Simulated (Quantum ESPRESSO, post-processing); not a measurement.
# Hf(0001), 4 layers: k-mesh convergence, part 2 of 2

Which setting serves for Hf(0001), 4 layers? The runs below step through one kind of setting.

Quantum ESPRESSO 7.5; plane-wave DFT, PBE, SG15 norm-conserving pseudopotentials.

So far. Step 2 (SCF with pw.x: 23×23×1 points): The run needed 28 iterations to bring the estimated error under 1e-07 Ry; the largest force on any atom, held or free, is 0.87 eV/Å. Step 2 (SCF with pw.x: 23×23×1 points): Inside the slab this potential holds the local part of the pseudopotentials, which can be repulsive at the nuclei; only its value in the vacuum has a meaning of its own.

### Step 3. Self-consistent run: 17×17×1 points

Input file c1.in:

```
&control
  prefix = 'c1'
  outdir = './out'
  pseudo_dir = './pseudo'
  calculation = 'scf'
  tprnfor = .true.
/
&system
  ibrav = 0
  nat = 4
  ntyp = 1
  ecutwfc = 60
  ecutrho = 240
  occupations = 'smearing'
  smearing = 'mv'
  degauss = 0.02
  assume_isolated = 'esm'
  esm_bc = 'bc1'
/
&electrons
  conv_thr = 1e-07
  mixing_beta = 0.4
  electron_maxstep = 120
  mixing_mode = 'local-TF'
/
ATOMIC_SPECIES
  Hf  178.4900  Hf_ONCV_PBE-1.2.upf
CELL_PARAMETERS angstrom
  3.20000000000000 0.00000000000000 0.00000000000000
  1.60000000000000 2.77128129211020 0.00000000000000
  0.00000000000000 0.00000000000000 23.59360000000000
ATOMIC_POSITIONS crystal
  Hf  0.666666666700 0.666666666700 -0.160924996609
  Hf  0.000000000000 0.000000000000 -0.053641665536
  Hf  0.666666666700 0.666666666700 0.053641665536
  Hf  0.000000000000 0.000000000000 0.160924996609
K_POINTS automatic
  17 17 1 0 0 0
```

On the command line:

```sh
OMP_NUM_THREADS=1 mpirun -n 4 pw.x -nk 4 -in c1.in > c1.out
```

Output:

```text
[banner, memory and clock lines left out]
Program PWSCF v.7.5 starts
[...]
Message from routine setup:
[...]
number of electrons       =       104.00
     number of Kohn-Sham states=           62
     kinetic-energy cutoff     =      60.0000  Ry
     charge density cutoff     =     240.0000  Ry
[...]
number of k points=    33  Marzari-Vanderbilt smearing, width (Ry)=  0.0200
[...]
Dense  grid:    88497 G-vectors     FFT dimensions: (  30,  30, 225)
[...]
negative rho (up, down):  5.366E-04 0.000E+00
     Starting wfcs are random
[...]
negative rho (up, down):  4.031E-06 0.000E+00
[...]
estimated scf accuracy    <       1.22785057 Ry
[...]
negative rho (up, down):  1.436E-05 0.000E+00
[...]
estimated scf accuracy    <       0.29841687 Ry
[...]
negative rho (up, down):  6.855E-07 0.000E+00
[...]
estimated scf accuracy    <       0.04404835 Ry
[...]
estimated scf accuracy    <       0.01767541 Ry
[...]
estimated scf accuracy    <       0.01992416 Ry
[...]
estimated scf accuracy    <       0.00185936 Ry
[...]
estimated scf accuracy    <       0.00289373 Ry
[...]
estimated scf accuracy    <       0.00147751 Ry
[...]
estimated scf accuracy    <       0.00149677 Ry
[...]
negative rho (up, down):  4.838E-07 0.000E+00
[...]
estimated scf accuracy    <       0.00153598 Ry
[...]
negative rho (up, down):  1.653E-06 0.000E+00
[...]
estimated scf accuracy    <       0.00031753 Ry
[...]
negative rho (up, down):  6.812E-06 0.000E+00
[...]
estimated scf accuracy    <       0.00076404 Ry
[...]
negative rho (up, down):  3.611E-06 0.000E+00
[...]
estimated scf accuracy    <       0.00103100 Ry
[...]
negative rho (up, down):  9.491E-06 0.000E+00
[...]
estimated scf accuracy    <       0.00126671 Ry
[...]
negative rho (up, down):  1.436E-04 0.000E+00
[...]
estimated scf accuracy    <       0.00128249 Ry
[...]
negative rho (up, down):  1.134E-04 0.000E+00
[...]
estimated scf accuracy    <       0.00174144 Ry
[...]
negative rho (up, down):  9.965E-05 0.000E+00
[...]
estimated scf accuracy    <       0.00105313 Ry
[...]
negative rho (up, down):  1.587E-06 0.000E+00
[...]
estimated scf accuracy    <       0.00088536 Ry
[...]
estimated scf accuracy    <       0.00059440 Ry
[...]
estimated scf accuracy    <       0.00000770 Ry
[...]
estimated scf accuracy    <       0.00000268 Ry
[...]
estimated scf accuracy    <       0.00000135 Ry
[...]
estimated scf accuracy    <       0.00000222 Ry
[...]
the Fermi energy is    -4.3689 ev
!    total energy              =   -1789.60755690 Ry
     estimated scf accuracy    <       0.00000008 Ry
     smearing contrib. (-TS)   =      -0.00273881 Ry
     internal energy E=F+TS    =   -1789.60481809 Ry
[...]
one-electron contribution =   26145.41184131 Ry
     hartree contribution      =  -13060.31874731 Ry
     xc contribution           =    -153.50389255 Ry
     ewald contribution        =  -14721.19401954 Ry
     convergence has been achieved in  24 iterations
[...]
Total force =     0.057065     Total SCF correction =     0.001132
[...]
```

The job ended after 4.4 min (4 MPI ranks of Intel Xeon Gold 6455B (Sapphire Rapids), shared host; peak memory 0.98 GiB).

Read from the output:

* free energy: -24348.8512 eV
* Fermi energy: -4.369 eV
* vacuum line at the lower end of the cell, over the Fermi level: 4.369 eV
* vacuum line at the upper end of the cell, over the Fermi level: 4.369 eV

The program's own clock; routines nest. Time by routine:

```csv
routine,wall time (s),calls
PWSCF,263.9,1
electrons,260.9,1
c_bands,239.8,24
cegterg,212,235
h_psi,138.8,2268
vloc_psi,104.9,2268
fftw,93.28,144608
calbec,17.67,2304
h_psi:calbec,17.16,2268
add_vuspsi,15.6,2268
sum_band,13.2,24
mix_rho,6.62,24
cdiaghg,6,2241
ffts,2.66,2349
```

Counted from each run's own zero (the Fermi level), the vacuum level differs from the first run's by +3 meV.

### Step 4. Ground state: 12×12×1 points

c2.in is the input of step 3 with these lines changed:

```diff
@@ -1,3 +1,3 @@
 &control
-  prefix = 'c1'
+  prefix = 'c2'
   outdir = './out'
@@ -37,2 +37,2 @@
 K_POINTS automatic
-  17 17 1 0 0 0
+  12 12 1 0 0 0
```

On the command line:

```sh
OMP_NUM_THREADS=1 mpirun -n 4 pw.x -nk 4 -in c2.in > c2.out
```

Output:

```text
[banner, memory and clock lines left out]
Program PWSCF v.7.5 starts
[...]
Message from routine setup:
[...]
number of electrons       =       104.00
     number of Kohn-Sham states=           62
     kinetic-energy cutoff     =      60.0000  Ry
     charge density cutoff     =     240.0000  Ry
[...]
number of k points=    19  Marzari-Vanderbilt smearing, width (Ry)=  0.0200
[...]
Dense  grid:    88497 G-vectors     FFT dimensions: (  30,  30, 225)
[...]
negative rho (up, down):  5.366E-04 0.000E+00
     Starting wfcs are random
[...]
negative rho (up, down):  3.932E-06 0.000E+00
[...]
estimated scf accuracy    <       1.18411037 Ry
[...]
negative rho (up, down):  2.026E-05 0.000E+00
[...]
estimated scf accuracy    <       0.30515733 Ry
[...]
negative rho (up, down):  9.886E-07 0.000E+00
[...]
estimated scf accuracy    <       0.04303547 Ry
[...]
estimated scf accuracy    <       0.01733209 Ry
[...]
estimated scf accuracy    <       0.01827221 Ry
[...]
estimated scf accuracy    <       0.00150638 Ry
[...]
estimated scf accuracy    <       0.00274516 Ry
[...]
estimated scf accuracy    <       0.00145692 Ry
[...]
estimated scf accuracy    <       0.00148532 Ry
[...]
negative rho (up, down):  1.459E-05 0.000E+00
[...]
estimated scf accuracy    <       0.00122777 Ry
[...]
negative rho (up, down):  3.632E-06 0.000E+00
[...]
estimated scf accuracy    <       0.00018964 Ry
[...]
negative rho (up, down):  2.360E-07 0.000E+00
[...]
estimated scf accuracy    <       0.00015851 Ry
[...]
estimated scf accuracy    <       0.00011302 Ry
[...]
estimated scf accuracy    <       0.00000689 Ry
[...]
estimated scf accuracy    <       0.00001591 Ry
[...]
estimated scf accuracy    <       0.00003945 Ry
[...]
estimated scf accuracy    <       0.00002436 Ry
[...]
estimated scf accuracy    <       0.00004178 Ry
[...]
estimated scf accuracy    <       0.00010326 Ry
[...]
estimated scf accuracy    <       0.00010537 Ry
[...]
estimated scf accuracy    <       0.00002578 Ry
[...]
estimated scf accuracy    <       0.00003431 Ry
[...]
negative rho (up, down):  5.353E-08 0.000E+00
[...]
estimated scf accuracy    <       0.00001820 Ry
[...]
estimated scf accuracy    <       0.00001230 Ry
[...]
estimated scf accuracy    <       0.00000578 Ry
[...]
estimated scf accuracy    <       0.00001914 Ry
[...]
estimated scf accuracy    <       0.00000993 Ry
[...]
estimated scf accuracy    <       0.00001006 Ry
[...]
estimated scf accuracy    <       0.00000153 Ry
[...]
estimated scf accuracy    <       0.00000100 Ry
[...]
estimated scf accuracy    <       0.00000054 Ry
[...]
the Fermi energy is    -4.3658 ev
!    total energy              =   -1789.60769013 Ry
     estimated scf accuracy    <       0.00000002 Ry
     smearing contrib. (-TS)   =      -0.00285409 Ry
     internal energy E=F+TS    =   -1789.60483604 Ry
[...]
one-electron contribution =   26145.41930891 Ry
     hartree contribution      =  -13060.32603708 Ry
     xc contribution           =    -153.50408833 Ry
     ewald contribution        =  -14721.19401954 Ry
     convergence has been achieved in  32 iterations
[...]
Total force =     0.057303     Total SCF correction =     0.001554
[...]
```

Run time: 3.1 min. Hardware: 4 MPI ranks; peak memory 0.83 GiB.

This step gave:

* free energy: -24348.8530 eV
* Fermi energy: -4.366 eV
* vacuum line at the lower end of the cell, over the Fermi level: 4.366 eV
* vacuum line at the upper end of the cell, over the Fermi level: 4.366 eV

The program's own clock; routines nest. Time by routine:

```csv
routine,wall time (s),calls
PWSCF,183.5,1
electrons,181.6,1
c_bands,160.2,32
cegterg,140.7,171
h_psi,93.23,1404
vloc_psi,70.7,1404
fftw,63.43,97688
calbec,11.67,1424
h_psi:calbec,11.38,1404
add_vuspsi,10.34,1404
sum_band,10.26,32
mix_rho,9.49,32
cdiaghg,3.74,1389
ffts,3.74,3345
```

Counted from each run's own zero (the Fermi level), the vacuum level differs from the first run's by +0 meV.

### Step 5. Self-consistent run: 9×9×1 points

c3.in is the input of step 4 with these lines changed:

```diff
@@ -1,3 +1,3 @@
 &control
-  prefix = 'c2'
+  prefix = 'c3'
   outdir = './out'
@@ -37,2 +37,2 @@
 K_POINTS automatic
-  12 12 1 0 0 0
+  9 9 1 0 0 0
```

On the command line:

```sh
OMP_NUM_THREADS=1 mpirun -n 4 pw.x -nk 4 -in c3.in > c3.out
```

Output:

```text
[banner, memory and clock lines left out]
Program PWSCF v.7.5 starts
[...]
Message from routine setup:
[...]
number of electrons       =       104.00
     number of Kohn-Sham states=           62
     kinetic-energy cutoff     =      60.0000  Ry
     charge density cutoff     =     240.0000  Ry
[...]
number of k points=    12  Marzari-Vanderbilt smearing, width (Ry)=  0.0200
[...]
Dense  grid:    88497 G-vectors     FFT dimensions: (  30,  30, 225)
[...]
negative rho (up, down):  5.366E-04 0.000E+00
     Starting wfcs are random
[...]
negative rho (up, down):  5.871E-06 0.000E+00
[...]
estimated scf accuracy    <       1.15446010 Ry
[...]
negative rho (up, down):  3.133E-05 0.000E+00
[...]
estimated scf accuracy    <       0.32639499 Ry
[...]
negative rho (up, down):  7.217E-06 0.000E+00
[...]
estimated scf accuracy    <       0.06515927 Ry
[...]
estimated scf accuracy    <       0.02974760 Ry
[...]
estimated scf accuracy    <       0.04154751 Ry
[...]
estimated scf accuracy    <       0.00224728 Ry
[...]
estimated scf accuracy    <       0.00420225 Ry
[...]
estimated scf accuracy    <       0.00198410 Ry
[...]
estimated scf accuracy    <       0.00169440 Ry
[...]
estimated scf accuracy    <       0.00095686 Ry
[...]
estimated scf accuracy    <       0.00038991 Ry
[...]
estimated scf accuracy    <       0.00011020 Ry
[...]
negative rho (up, down):  1.719E-06 0.000E+00
[...]
estimated scf accuracy    <       0.00001149 Ry
[...]
negative rho (up, down):  2.168E-08 0.000E+00
[...]
estimated scf accuracy    <       0.00003312 Ry
[...]
estimated scf accuracy    <       0.00001090 Ry
[...]
estimated scf accuracy    <       0.00000069 Ry
[...]
estimated scf accuracy    <       0.00000033 Ry
[...]
estimated scf accuracy    <       0.00000017 Ry
[...]
estimated scf accuracy    <       0.00000010 Ry
[...]
the Fermi energy is    -4.3677 ev
!    total energy              =   -1789.60730993 Ry
     estimated scf accuracy    <       0.00000008 Ry
     smearing contrib. (-TS)   =      -0.00362640 Ry
     internal energy E=F+TS    =   -1789.60368353 Ry
[...]
one-electron contribution =   26145.50215588 Ry
     hartree contribution      =  -13060.40609000 Ry
     xc contribution           =    -153.50572987 Ry
     ewald contribution        =  -14721.19401954 Ry
     convergence has been achieved in  20 iterations
[...]
Total force =     0.057381     Total SCF correction =     0.002166
[...]
```

The job ended after 93 s (4 MPI ranks; peak memory 0.76 GiB; 6.2 min of CPU time).

Read from the output:

* free energy: -24348.8479 eV
* Fermi energy: -4.368 eV
* vacuum line at the lower end of the cell, over the Fermi level: 4.368 eV
* vacuum line at the upper end of the cell, over the Fermi level: 4.368 eV

The program's own clock; routines nest. Time by routine:

```csv
routine,wall time (s),calls
PWSCF,92.6,1
electrons,91.16,1
c_bands,80.74,20
cegterg,72.59,67
h_psi,47.35,777
vloc_psi,35.97,777
fftw,31.61,47106
calbec,5.93,789
h_psi:calbec,5.76,777
mix_rho,5.41,20
add_vuspsi,5.22,777
sum_band,3.98,20
ffts,2.17,1875
cdiaghg,2.08,768
```

Counted from each run's own zero (the Fermi level), the vacuum level differs from the first run's by +2 meV.

### Step 6. Ground state: 6×6×1 points

c4.in is the input of step 5 with these lines changed:

```diff
@@ -1,3 +1,3 @@
 &control
-  prefix = 'c3'
+  prefix = 'c4'
   outdir = './out'
@@ -37,2 +37,2 @@
 K_POINTS automatic
-  9 9 1 0 0 0
+  6 6 1 0 0 0
```

On the command line:

```sh
OMP_NUM_THREADS=1 mpirun -n 4 pw.x -nk 2 -in c4.in > c4.out
```

Output:

```text
[banner, memory and clock lines left out]
Program PWSCF v.7.5 starts
[...]
Message from routine setup:
[...]
number of electrons       =       104.00
     number of Kohn-Sham states=           62
     kinetic-energy cutoff     =      60.0000  Ry
     charge density cutoff     =     240.0000  Ry
[...]
number of k points=     7  Marzari-Vanderbilt smearing, width (Ry)=  0.0200
[...]
Dense  grid:    88497 G-vectors     FFT dimensions: (  30,  30, 225)
[...]
negative rho (up, down):  5.366E-04 0.000E+00
     Starting wfcs are random
[...]
negative rho (up, down):  3.699E-06 0.000E+00
[...]
estimated scf accuracy    <       1.25244888 Ry
[...]
negative rho (up, down):  1.508E-05 0.000E+00
[...]
estimated scf accuracy    <       0.29056651 Ry
[...]
negative rho (up, down):  3.564E-06 0.000E+00
[...]
estimated scf accuracy    <       0.05656463 Ry
[...]
negative rho (up, down):  3.141E-08 0.000E+00
[...]
estimated scf accuracy    <       0.02901174 Ry
[...]
estimated scf accuracy    <       0.03082776 Ry
[...]
estimated scf accuracy    <       0.00219920 Ry
[...]
estimated scf accuracy    <       0.00358299 Ry
[...]
estimated scf accuracy    <       0.00212906 Ry
[...]
estimated scf accuracy    <       0.00184821 Ry
[...]
negative rho (up, down):  4.456E-07 0.000E+00
[...]
estimated scf accuracy    <       0.00119751 Ry
[...]
negative rho (up, down):  2.689E-06 0.000E+00
[...]
estimated scf accuracy    <       0.00023721 Ry
[...]
negative rho (up, down):  3.515E-06 0.000E+00
[...]
estimated scf accuracy    <       0.00089942 Ry
[...]
negative rho (up, down):  1.264E-06 0.000E+00
[...]
estimated scf accuracy    <       0.00062370 Ry
[...]
negative rho (up, down):  1.558E-06 0.000E+00
[...]
estimated scf accuracy    <       0.00027328 Ry
[...]
negative rho (up, down):  8.203E-06 0.000E+00
[...]
estimated scf accuracy    <       0.00024820 Ry
[...]
negative rho (up, down):  1.005E-06 0.000E+00
[...]
estimated scf accuracy    <       0.00051104 Ry
[...]
estimated scf accuracy    <       0.00003676 Ry
[...]
estimated scf accuracy    <       0.00001204 Ry
[...]
estimated scf accuracy    <       0.00003013 Ry
[...]
estimated scf accuracy    <       0.00003202 Ry
[...]
estimated scf accuracy    <       0.00006114 Ry
[...]
negative rho (up, down):  2.824E-07 0.000E+00
[...]
estimated scf accuracy    <       0.00005529 Ry
[...]
negative rho (up, down):  1.233E-08 0.000E+00
[...]
estimated scf accuracy    <       0.00003660 Ry
[...]
estimated scf accuracy    <       0.00002938 Ry
[...]
negative rho (up, down):  1.207E-08 0.000E+00
[...]
estimated scf accuracy    <       0.00002631 Ry
[...]
negative rho (up, down):  2.156E-07 0.000E+00
[...]
estimated scf accuracy    <       0.00002923 Ry
[...]
estimated scf accuracy    <       0.00001420 Ry
[...]
estimated scf accuracy    <       0.00000317 Ry
[...]
the Fermi energy is    -4.3854 ev
!    total energy              =   -1789.60419286 Ry
     estimated scf accuracy    <       0.00000010 Ry
     smearing contrib. (-TS)   =      -0.00407718 Ry
     internal energy E=F+TS    =   -1789.60011567 Ry
[...]
one-electron contribution =   26145.73190474 Ry
     hartree contribution      =  -13060.63541784 Ry
     xc contribution           =    -153.50258303 Ry
     ewald contribution        =  -14721.19401954 Ry
     convergence has been achieved in  29 iterations
[...]
Total force =     0.056384     Total SCF correction =     0.003975
[...]
```

It took 74 s on 4 MPI ranks; peak memory 0.51 GiB.

Read from the output:

| Quantity | Value |
| --- | --- |
| free energy | -24348.8055 eV |
| Fermi energy | -4.385 eV |
| vacuum line at the lower end of the cell, over the Fermi level | 4.385 eV |
| vacuum line at the upper end of the cell, over the Fermi level | 4.385 eV |

The program's own clock; routines nest. Time by routine:

```csv
routine,wall time (s),calls
PWSCF,73.26,1
electrons,72.4,1
c_bands,63,29
cegterg,59.16,126
h_psi,39.59,1083
vloc_psi,30.97,1083
fftw,29.96,72972
mix_rho,4.48,29
calbec,4.39,1099
h_psi:calbec,4.28,1083
sum_band,4.19,29
add_vuspsi,3.85,1083
cdiaghg,2.83,1071
ffts,2.02,3069
```

Counted from each run's own zero (the Fermi level), the vacuum level differs from the first run's by +20 meV.

### Step 7. Ground state: 4×4×1 points

c5.in is the input of step 6 with these lines changed:

```diff
@@ -1,3 +1,3 @@
 &control
-  prefix = 'c4'
+  prefix = 'c5'
   outdir = './out'
@@ -37,2 +37,2 @@
 K_POINTS automatic
-  6 6 1 0 0 0
+  4 4 1 0 0 0
```

On the command line:

```sh
OMP_NUM_THREADS=1 mpirun -n 4 pw.x -nk 1 -in c5.in > c5.out
```

Output:

```text
[banner, memory and clock lines left out]
Program PWSCF v.7.5 starts
[...]
Message from routine setup:
[...]
number of electrons       =       104.00
     number of Kohn-Sham states=           62
     kinetic-energy cutoff     =      60.0000  Ry
     charge density cutoff     =     240.0000  Ry
[...]
number of k points=     4  Marzari-Vanderbilt smearing, width (Ry)=  0.0200
[...]
Dense  grid:    88497 G-vectors     FFT dimensions: (  30,  30, 225)
[...]
negative rho (up, down):  5.366E-04 0.000E+00
     Starting wfcs are random
[...]
estimated scf accuracy    <       1.13262237 Ry
[...]
estimated scf accuracy    <       0.28112450 Ry
[...]
estimated scf accuracy    <       0.04577644 Ry
[...]
estimated scf accuracy    <       0.00359478 Ry
[...]
estimated scf accuracy    <       0.00185420 Ry
[...]
estimated scf accuracy    <       0.00067987 Ry
[...]
estimated scf accuracy    <       0.00030878 Ry
[...]
estimated scf accuracy    <       0.00019494 Ry
[...]
estimated scf accuracy    <       0.00005783 Ry
[...]
estimated scf accuracy    <       0.00004441 Ry
[...]
estimated scf accuracy    <       0.00007411 Ry
[...]
estimated scf accuracy    <       0.00001232 Ry
[...]
estimated scf accuracy    <       0.00001295 Ry
[...]
estimated scf accuracy    <       0.00000056 Ry
[...]
estimated scf accuracy    <       0.00000343 Ry
[...]
estimated scf accuracy    <       0.00000013 Ry
[...]
the Fermi energy is    -4.2834 ev
!    total energy              =   -1789.61298904 Ry
     estimated scf accuracy    <       0.00000003 Ry
     smearing contrib. (-TS)   =       0.00251077 Ry
     internal energy E=F+TS    =   -1789.61549981 Ry
[...]
one-electron contribution =   26144.15601464 Ry
     hartree contribution      =  -13059.07885569 Ry
     xc contribution           =    -153.49863923 Ry
     ewald contribution        =  -14721.19401954 Ry
     convergence has been achieved in  17 iterations
[...]
Total force =     0.063167     Total SCF correction =     0.000839
[...]
```

Elapsed: 32 s, on 4 MPI ranks; peak memory 0.37 GiB.

Numbers from this step:

- free energy: -24348.9251 eV
- Fermi energy: -4.283 eV
- vacuum line at the lower end of the cell, over the Fermi level: 4.283 eV
- vacuum line at the upper end of the cell, over the Fermi level: 4.283 eV

The program's own clock; routines nest. Time by routine:

```csv
routine,wall time (s),calls
PWSCF,31.1,1
electrons,30.55,1
c_bands,28.13,18
cegterg,27.37,81
h_psi,17.03,999
vloc_psi,13.33,999
fftw,12.94,59872
cdiaghg,2.77,983
calbec,1.93,1015
h_psi:calbec,1.88,999
add_vuspsi,1.7,999
sum_band,1.27,18
mix_rho,0.95,18
ffts,0.48,1376
```

Counted from each run's own zero (the Fermi level), the vacuum level differs from the first run's by -82 meV.

### Step 8. The series side by side

All levels:

```csv
level,vacuum level over the Fermi level (eV),its change from the first (meV),energy from the first (meV an atom),SCF iterations,wall time (s),peak memory (GiB),CPU time (s)
23×23×1 points,4.366,0,0,28,463.5,1.22,1853
17×17×1 points,4.369,3.1,0.06252,24,264.5,0.98,1057
12×12×1 points,4.366,0,-0.3907,32,184.2,0.83,735.9
9×9×1 points,4.368,1.9,0.9026,20,93.25,0.76,372.2
6×6×1 points,4.385,19.6,11.51,29,73.91,0.51,294.9
4×4×1 points,4.283,-82.4,-18.41,17,31.74,0.37,126.2
```

### Step 9. Outcome

```yaml
vacuum_level_over_the_fermi_level_23x23x1_points: 4.366 eV
cheapest_step_of_the_main_series_that_with_all_steps_before_it_keeps_the_vacuum_level_within_20_mev_of_the_first: 6×6×1 points: +20 meV, 4.9 min of CPU time against 31 min
setting_with_the_largest_shift_of_the_level: 4×4×1 points: -82 meV
```

In words: The cheapest step of the main series that, with all steps before it, keeps the vacuum level within 20 meV of the first is 6×6×1 points: +20 meV, 4.9 min of CPU time against 31 min. Over the series the energy moves by up to 18.4 meV an atom and the vacuum level by up to 82 meV. The error doesn't fall steadily with the mesh, as is usual for a Fermi surface. The times come from a shared host and are rough. Peak memory is sampled during the run and can miss the peak. The geometry is as built, not relaxed.

[Logs are printed without paths, hosts, clocks, repeated set-up lines and the standing remarks that a program may print on its own settings, such as how far it seeks lower states.]

[Hosts, paths, dates, database ids (printed as entryN), source tags and the programs' standing remarks are cut or masked in the printed files.]

[Maps of the electrostatic potential energy from Ansatz leave out the sawtooth potential of an applied field or a dipole correction, so their vacuum need not be flat; planar profiles and work functions include it.]
